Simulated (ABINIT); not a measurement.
An input for ABINIT 10.8.3 (Diamond (Fd-3m, 2 atoms a cell)):

```
acell 3*1.0 Angstrom
rprim 
  -0.000000000000 1.783370000000 1.783370000000
  1.783370000000 -0.000000000000 1.783370000000
  1.783370000000 1.783370000000 0.000000000000
ntypat 1
znucl 6
natom 2
typat 1 1
xred 
  -0.000000000000 0.000000000000 0.000000000000
  0.250000000000 0.250000000000 0.250000000000
pp_dirpath "pseudos"
pseudos "C.upf"
ecut 37
ngkpt 6 6 6
nshiftk 1
shiftk 0 0 0
kptopt 1
chksymbreak 0
istwfk *1
occopt 1
irdwfk 1
optdriver 4
nband 22
gwcalctyp 27
ecutsigx 37
symsigma 0
nkptgw 16
kptgw 
  0.0000000000 0.0000000000 0.0000000000
  0.1666666667 0.0000000000 0.0000000000
  0.3333333333 0.0000000000 0.0000000000
  0.5000000000 0.0000000000 0.0000000000
  0.1666666667 0.1666666667 0.0000000000
  0.3333333333 0.1666666667 0.0000000000
  0.5000000000 0.1666666667 0.0000000000
  -0.3333333333 0.1666666667 0.0000000000
  -0.1666666667 0.1666666667 0.0000000000
  0.3333333333 0.3333333333 0.0000000000
  0.5000000000 0.3333333333 0.0000000000
  -0.3333333333 0.3333333333 0.0000000000
  0.5000000000 0.5000000000 0.0000000000
  0.5000000000 0.3333333333 0.1666666667
  -0.3333333333 0.3333333333 0.1666666667
  -0.3333333333 0.5000000000 0.1666666667
bdgw 
  1 14
  1 14
  1 14
  1 14
  1 14
  1 14
  1 14
  1 14
  1 14
  1 14
  1 14
  1 14
  1 14
  1 14
  1 14
  1 14
ecuteps 4
irdscr 1
indata_prefix "in"
outdata_prefix "out"
tmpdata_prefix "tmp"
```

```sh
OMP_NUM_THREADS=1 mpirun -n 4 abinit run.abi > log
```

**Question.** Estimate wall time and host memory on 4 MPI ranks of Arm Neoverse N1, shared host.

It took 52 s; on shared hardware allow 26 s to 1.7 min. Peak host memory was 0.84 GiB.

[Long decimals in the printed logs are rounded to 6 places.]

[Logs are printed without paths, hosts, clocks, repeated set-up lines and the standing remarks that a program may print on its own settings, such as how far it seeks lower states.]

[Paths, hosts, dates, memory and timing lines, banners, echoed tables and standing remarks are left out of the program output; an Ansatz launch command may be rebuilt from the run's recorded settings. Measured values are a selection of at most five: reports struck by readers or far from the other reports are left out. None is set beside runs whose start may be inverted or whose files or cutoffs have a known fault.]

[Runs of the session that timed out or met a known fault of the program may be left out.]

[Hosts, paths, dates, database ids (printed as entryN), source tags and the programs' standing remarks are cut or masked in the printed files.]

[G0W0 gaps are taken among the corrected bands and points alone; a level outside them can change the order at an edge.]

[Where Ansatz stands beside ABINIT at settings called matched, ABINIT's density can come from a denser mesh and the files from another edition; pairs whose starting gaps differed by over 0.03 eV were left out, so agreement reads better than it is.]
